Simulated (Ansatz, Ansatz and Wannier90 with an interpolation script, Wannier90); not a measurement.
# BiOBr (P4/nmm): quasiparticle bands by Wannier interpolation

G0W0 gives levels on a mesh alone; what do the bands of BiOBr (P4/nmm) look like between the points?

Main program and level: Ansatz 0.2.0; LDA, Wannier functions and G0W0, plane waves, PAW.

The database entry behind the starting cell differs from later determinations by our own check (0.1 to 0.3 % short, probably kX units), so it need not match the best structure at ambient conditions.

## (1) Set-up

It takes space group P4/nmm (No. 129, tetragonal). Conventional cell: a = 3.916 Å, b = 3.916 Å, c = 8.077 Å, α = 90.00°, β = 90.00°, γ = 90.00°. Nearest to Bi lie 4 O at 2.32 Å and 4 Br at 3.18 Å. Nearest to Br lie 4 Bi at 3.18 Å. O has 4 Bi at 2.32 Å nearest. Farther neighbours and most contacts between anions are not listed.

The cell and positions come from the Crystallography Open Database and are kept as given unless a step says otherwise. Spin-orbit coupling is left out unless a step names it. The default PAW set here is soft_2. Its files were made with PBE.

## (2) LDA bands

Levels along a band path, at the cheap level, show where the edges lie and whether the meshes to come will hold them.

This step: DFT, LDA, plane waves, PAW.

File input.yaml:

```yaml
crystal:
  lattice:
    - [3.916, 0.0, 0.0]
    - [0.0, 3.916, 0.0]
    - [0.0, 0.0, 8.077]
  atoms:
    - { symbol: Bi, position: [0.0, 0.5, 0.154] }
    - { symbol: Bi, position: [0.5, 0.0, 0.846] }
    - { symbol: Br, position: [0.0, 0.5, 0.653] }
    - { symbol: Br, position: [0.5, 0.0, 0.347] }
    - { symbol: O, position: [0.0, 0.0, 0.0] }
    - { symbol: O, position: [0.5, 0.5, 0.0] }
kpoints:
  mp_grid: { grid: [4, 4, 2] }
  band_path:
    path:
      - [[0.0, 0.0, 0.0], [0.0, 0.5, 0.0], [0.5, 0.5, 0.0], [0.0, 0.0, 0.0], [0.0, 0.0, 0.5], [0.0, 0.5, 0.5], [0.5, 0.5, 0.5], [0.0, 0.0, 0.5]]
      - [[0.0, 0.5, 0.0], [0.0, 0.5, 0.5]]
      - [[0.5, 0.5, 0.0], [0.5, 0.5, 0.5]]
    npoints: 10
hamiltonian:
  xc: lda
scf:
  occupations: { method: fermi_dirac, width: 0.02 }
  n_extra_bands: 65
output:
  eigenvalues: true
  fatbands: true
  write_density: true
  write_potential: true
  elf: true
  volumetric_format: npy
```

Run with:

```bash
$ ansatz run input.yaml --threads 8 --pin off --max-ram 18432MiB --backend cpu --events-out ev --progress --plain --runs-dir out
```

Numbers of over 12 decimals in the logs are rounded to 6 here.

What it wrote:

```text
scf.n_extra_bands = 65 over 28 filled bands (N_el = 56.0): the run solves 93 bands
Engine: ansatz 0.2.0, aarch64-unknown-linux-gnu
Pseudopotentials: kind: paw
Pseudopotential: Bi, paw, valence charge 15, recommended cutoff 420 eV (normal), Bi.paw.azcp
Pseudopotential: Br, paw, valence charge 7, recommended cutoff 420 eV (normal), Br.paw.azcp
Pseudopotential: O, paw, valence charge 6, recommended cutoff 420 eV (normal), O.paw.azcp
Functional definition: SPW92
  exchange = slater_x
  correlation = pw_c
Crystal: 6 atoms, lattice volume = 123.861 Å³
Basis set: ecut = 420 eV, 2419 PW (Γ)
Bands: 93, of which v1, the nominal top of the filled ones, is band 28 counted from 1 (27 counted from 0)
Symmetry: 16 space group operations
Space group: P4/nmm (ITA 129), of the structure as read, at distance tolerance 5.0e-5 Å
k-points: 12 of 32
Non-local potential: Bi, projectors of the file, l = 0: 2, l = 1: 2, l = 2: 2, l = 3: 2
Non-local potential: Br, projectors of the file, l = 0: 2, l = 1: 2, l = 2: 2
Non-local potential: O, projectors of the file, l = 0: 2, l = 1: 2, l = 2: 1
PAW form: soft (Blöchl's): semilocal exchange-correlation on the pseudo side does not see the compensation charge
PAW frozen core: Bi, regenerated for the run's functional, and the local potential with it (the file was generated under x = pbe(κ = 0.804, μ = 0.219515), c = pbe(β = 0.066725))
PAW frozen core: Br, regenerated for the run's functional, and the local potential with it (the file was generated under x = pbe(κ = 0.804, μ = 0.219515), c = pbe(β = 0.066725))
PAW frozen core: O, regenerated for the run's functional, and the local potential with it (the file was generated under x = pbe(κ = 0.804, μ = 0.219515), c = pbe(β = 0.066725))
PAW one-centre angular grid: Bi, 590 points (default); XC on 64 Gauss nodes
PAW one-centre angular grid: Br, 110 points (default); XC on 64 Gauss nodes
PAW one-centre angular grid: O, 110 points (default); XC on 64 Gauss nodes
Initial density: superposition of atomic densities (neutral atoms: chi_scale 0, normalization atom), corrected by the library's trained network
Initial wavefunctions: pseudopotential atomic-orbital guess
Functional: x = slater, c = lda
SCF iter   1: F=—  HF=-30671.924526 eV  |F-HF|=—  |Δ(HF+E_count)|=         —  Δρ=1.11e-2  dr2=1.42e-1  ethr=1.77e-3  ⟨swp⟩=6.1  Hψ=5716  notcnv=0  defer=482
preconditioner: auto → Resta (q_TF=auto, 2.390 Å⁻¹)  ε∞=1.6  [insulator: Δε(μ)=2.061 eV  Ē_g=31.593 eV  σ=0.020 eV  W_gap=1.00  n_scr=30 (ndim 8)  ℏωp=25.0 eV  f_vac=0.002  D(μ)=0.00/eV (n_scr^D=0)  ε∞_Penn≈1.6]
SCF iter   2: F=—  HF=-30671.895439 eV  |F-HF|=—  |Δ(HF+E_count)|=   2.91e-2  Δρ=4.78e-3  dr2=3.29e-2  ethr=2.54e-4  ⟨swp⟩=2.0  Hψ=1383  notcnv=0  defer=665
SCF iter   3: F=—  HF=-30671.888757 eV  |F-HF|=—  |Δ(HF+E_count)|=   6.68e-3  Δρ=1.02e-3  dr2=1.71e-3  ethr=5.88e-5  ⟨swp⟩=2.2  Hψ=615  notcnv=0  defer=710
SCF iter   4: F=—  HF=-30671.888272 eV  |F-HF|=—  |Δ(HF+E_count)|=   4.85e-4  Δρ=2.37e-4  dr2=1.06e-4  ethr=3.06e-6  ⟨swp⟩=2.8  Hψ=801  notcnv=0  defer=711
SCF iter   5: F=—  HF=-30671.888246 eV  |F-HF|=—  |Δ(HF+E_count)|=   2.59e-5  Δρ=4.40e-5  dr2=1.47e-6  ethr=1.90e-7  ⟨swp⟩=2.4  Hψ=612  notcnv=0  defer=711
SCF iter   6: F=—  HF=-30671.888216 eV  |F-HF|=—  |Δ(HF+E_count)|=   3.02e-5  Δρ=1.35e-5  dr2=4.74e-7  ethr=1.79e-10  ⟨swp⟩=13.4  Hψ=8866  notcnv=0
SCF iter   7: F=-30671.888215 eV  HF=-30671.888215 eV  |F-HF|=2.64e-8  |Δ(HF+E_count)|=   1.57e-7  Δρ=3.02e-6  dr2=3.05e-8  ethr=1.79e-10  ⟨swp⟩=1.9  Hψ=1880  notcnv=0
SCF 1 converged in 7 iterations: F = -30671.888215 eV  dr2 = 3.05e-8
[...]
NSCF: frozen V_eff on 93 k-points
SCF converged after 7 iterations
Free energy (F): -30671.888215 eV
Harris-Foulkes:  -30671.888215 eV  (|F-HF|=2.64e-8)
Internal energy: -30671.888215 eV  (E = F + TS)
E sigma→0 (E₀):  -30671.888215 eV
Fermi energy:    8.270149 eV
--- Per-component energies (eV) ---
  E_band       = -239.495353
  E_kinetic    = 1219.290979
  E_local      = -5452.939944  (includes V_loc(G=0)·N_el)
  E_nonlocal   = 1379.507566
  E_hartree    = 1989.920670
  E_xc         = -970.778229
  E_vxc        = -688.185012  (∫ρ·V_xc dr)
  E_paw        = -25321.060309  (= ΣΔE_a)
  E_vpaw       = -677.019377  (= ΣTr[D̂ρ^β])
  E_aug_tail   = 0.003956  (compensation charges beyond the density's cutoff)
  E_ewald      = -3516.430001
  E_core_change = 0.597096  (= ΣΔE_core)
  E_smearing   = -0.000000  (= −TS)
  E_closure    = -0.000000  (closes the sum)
  Σ components = -30671.888215   (vs F -30671.888215, Δ=0.00e0)
--- Band table (eV; the first three rows and the last of 12) ---
  k-point 0: bands = [... 24 lower, 6.2362, 6.5048, 6.5048, 6.5707, 9.5218, 10.4336, 12.1098, 12.1098, ... 61 higher]
  k-point 1: bands = [... 24 lower, 6.2999, 6.8204, 6.8204, 7.1240, 9.3333, 9.6153, 11.9342, 11.9342, ... 61 higher]
  k-point 2: bands = [... 24 lower, 6.6604, 6.7123, 6.9511, 7.1346, 11.0739, 11.3341, 11.3981, 11.8780, ... 61 higher]
  k-point 11: bands = [... 24 lower, 6.1493, 6.1493, 6.2252, 6.2252, 11.2205, 11.2205, 12.4909, 12.4909, ... 61 higher]
```

Run time: 7.9 s. Hardware: 8 threads of Arm Neoverse V2, shared host; peak memory 0.97 GiB; 61 s of CPU time.

This step gave:

- filled bands: 28
- gap: 2.035 eV
- valence top at: k = (0.000, 0.400, 0.500)
- conduction bottom at: k = (0.000, 0.000, 0.400)
- least direct gap: 2.209 eV

The gap is indirect, with the least direct gap 0.17 eV higher.

The electronic bands at the labelled points (eV, zero at the top of the highest nominally filled band):

```tsv
point	band 25	band 26	band 27	band 28	band 29	band 30	band 31	band 32
Γ	-1.06	-0.79	-0.79	-0.72	2.23	3.14	4.82	4.82
halfway	-0.63	-0.58	-0.34	-0.16	3.78	4.04	4.10	4.58
X	-0.55	-0.55	-0.16	-0.16	4.22	4.22	4.75	4.75
halfway	-0.97	-0.97	-0.97	-0.97	3.91	3.91	4.82	4.82
M	-1.07	-1.07	-0.80	-0.80	3.23	3.23	4.97	4.97
halfway	-0.88	-0.52	-0.39	-0.37	3.34	4.37	4.73	4.77
Γ	-1.06	-0.79	-0.79	-0.72	2.23	3.14	4.82	4.82
halfway	-1.10	-0.60	-0.60	-0.45	2.10	2.77	4.73	4.73
Z	-0.99	-0.47	-0.47	-0.17	2.04	2.32	4.64	4.64
halfway	-0.93	-0.52	-0.42	-0.26	3.58	3.83	4.66	4.69
R	-0.56	-0.56	-0.12	-0.12	4.04	4.04	4.80	4.80
halfway	-1.10	-1.10	-0.51	-0.51	3.52	3.52	5.26	5.26
A	-1.15	-1.15	-1.07	-1.07	3.93	3.93	5.20	5.20
halfway	-1.18	-1.05	-0.36	-0.29	3.00	4.22	4.95	5.12
Z	-0.99	-0.47	-0.47	-0.17	2.04	2.32	4.64	4.64
jump to X	-0.55	-0.55	-0.16	-0.16	4.22	4.22	4.75	4.75
halfway	-0.55	-0.55	-0.14	-0.14	4.13	4.13	4.78	4.78
R	-0.56	-0.56	-0.12	-0.12	4.04	4.04	4.80	4.80
jump to M	-1.07	-1.07	-0.80	-0.80	3.23	3.23	4.97	4.97
halfway	-1.07	-1.07	-0.97	-0.97	3.55	3.55	5.09	5.09
A	-1.15	-1.15	-1.07	-1.07	3.93	3.93	5.20	5.20
```

Electrostatic potential energy in the ac plane at fractional y = 0.000, with atoms of Bi and Br and O within 0.2 Å of it. With pseudopotentials it is smooth inside the atoms' cores, unlike the true potential.

Ten even steps from '_' (-71 eV) to '@' (14 eV), each cell a mean:
```
--==##@@%%####**##%%%%%%**==
**##%%%%##==::::--++##%%%%##
@@@@@@%%++..______::**%%@@@@
@@@@@@##==________..++%%@@@@
@@@@@@%%**::______--**%%@@@@
@@@@@@%%##++----==**%%@@@@@@
@@@@@@@@%%%%######%%@@@@@@@@
@@@@@@@@@@@@@@@@@@@@@@@@@@@@
@@@@@@@@@@@@@@@@@@@@@@@@@@@@
@@@@@@@@@@@@@@@@@@@@@@@@@@@@
@@@@@@@@@@@@@@@@@@@@@@@@@@@@
@@@@@@@@@@@@@@@@@@@@@@@@@@@@
@@@@@@@@@@@@%%%%%%@@@@@@@@@@
@@@@@@@@%%**==--==##@@@@@@@@
@@@@@@@@**::______==##@@@@@@
@@@@@@@@**..______--##@@@@@@
@@@@@@@@##--..__..==%%@@@@@@
@@@@@@@@@@##++==++%%@@@@@@@@
@@@@@@@@@@@@%%%%@@@@@@@@@@@@
@@@@@@@@@@@@@@@@@@@@@@@@@@@@
@@@@@@@@@@@@@@@@@@@@@@@@@@@@
%%%%@@@@@@@@@@@@@@@@@@@@@@%%
==++%%@@@@@@@@@@@@@@@@@@##++
::==**@@@@@@%%%%@@@@@@%%++--
```
Columns run along a (3.9 Å; values clipped at the 3rd and 97th percentile), rows up along c (8.1 Å). Atoms in or near the plane, at fractional coordinates: Bi at (0.50, 0.85), Br at (0.50, 0.35), O at (0.00, 0.00).

ELF in the ac plane at fractional y = 0.000, with atoms of Bi and Br and O within 0.2 Å of it. It is the smooth field of the valence electrons, not physical close to the nuclei.

Ten even steps from '0' (0.01) to '9' (0.88), each cell a mean:
```
68852234323797
88633433432478
65324311133235
11134213134311
00145311245310
00135544554310
00024555543100
00001344321000
00000011000000
00000000000000
00000123210000
00014688763100
00258999997410
01489998999730
01699620389841
02699500179851
01689731489841
00379998998620
00136899886300
00012466542000
43100011100123
88631000001478
88862000003688
47972111114786
```
Columns run along a (3.9 Å), rows up along c (8.1 Å). Atoms in or near the plane, at fractional coordinates: Bi at (0.50, 0.85), Br at (0.50, 0.35), O at (0.00, 0.00).

## (3) Overlaps and projections on 8×8×4

This step: overlaps and projections of LDA states for Wannier90, plane waves, PAW.

input.yaml, the sections that differ from step 2:

```yaml
kpoints:
  mp_grid: { grid: [4, 4, 2] }
scf:
  occupations: { method: fixed }
  n_extra_bands: 65
output:
  wannier:
    kmesh: [8, 8, 4]
    projections:
      - { species: Bi, l: p, shell: 6 }
      - { species: Br, l: p, shell: 4 }
      - { species: O, l: p, shell: 2 }
    minimise: false
    seedname: w
    disentanglement: { window: [1.91, 15.33], frozen_window: [1.91, 12.33] }
# crystal, hamiltonian: as in step 2
```

What it wrote:

```text
[...]
Crystal: 6 atoms, lattice volume = 123.861 Å³
Basis set: ecut = 420 eV, 2419 PW (Γ)
Bands: 93, of which v1, the nominal top of the filled ones, is band 28 counted from 1 (27 counted from 0)
Symmetry: 16 space group operations
[...]
k-points: 12 of 32
[...]
--- Band table (eV; the first three rows and the last of 12) ---
  k-point 0: bands = [... 24 lower, 6.2363, 6.5048, 6.5048, 6.5707, 9.5219, 10.4336, 12.1099, 12.1099, ... 61 higher]
  k-point 1: bands = [... 24 lower, 6.2999, 6.8204, 6.8204, 7.1241, 9.3334, 9.6154, 11.9342, 11.9342, ... 61 higher]
  k-point 2: bands = [... 24 lower, 6.6604, 6.7123, 6.9511, 7.1346, 11.0739, 11.3342, 11.3982, 11.8780, ... 61 higher]
  k-point 11: bands = [... 24 lower, 6.1493, 6.1493, 6.2251, 6.2251, 11.2205, 11.2205, 12.4909, 12.4909, ... 61 higher]
[key lines of the parts left out:]
SCF converged after 7 iterations
Free energy (F): -30671.888215 eV
Fermi energy:    7.174528 eV
```

Wall time 12 s (8 threads); peak memory 1.3 GiB.

(Part 1 of 3 ends here.)

[Paths, hosts, dates, memory and timing lines, banners, echoed tables and standing remarks are left out of the program output.]

[Logs are printed without paths, hosts, clocks, repeated set-up lines and the standing remarks that a program may print on its own settings, such as how far it seeks lower states.]

[Runs of the session that timed out or met a known fault of the program may be left out.]

[Hosts, paths, dates, database ids (printed as entryN), source tags and the programs' standing remarks are cut or masked in the printed files.]
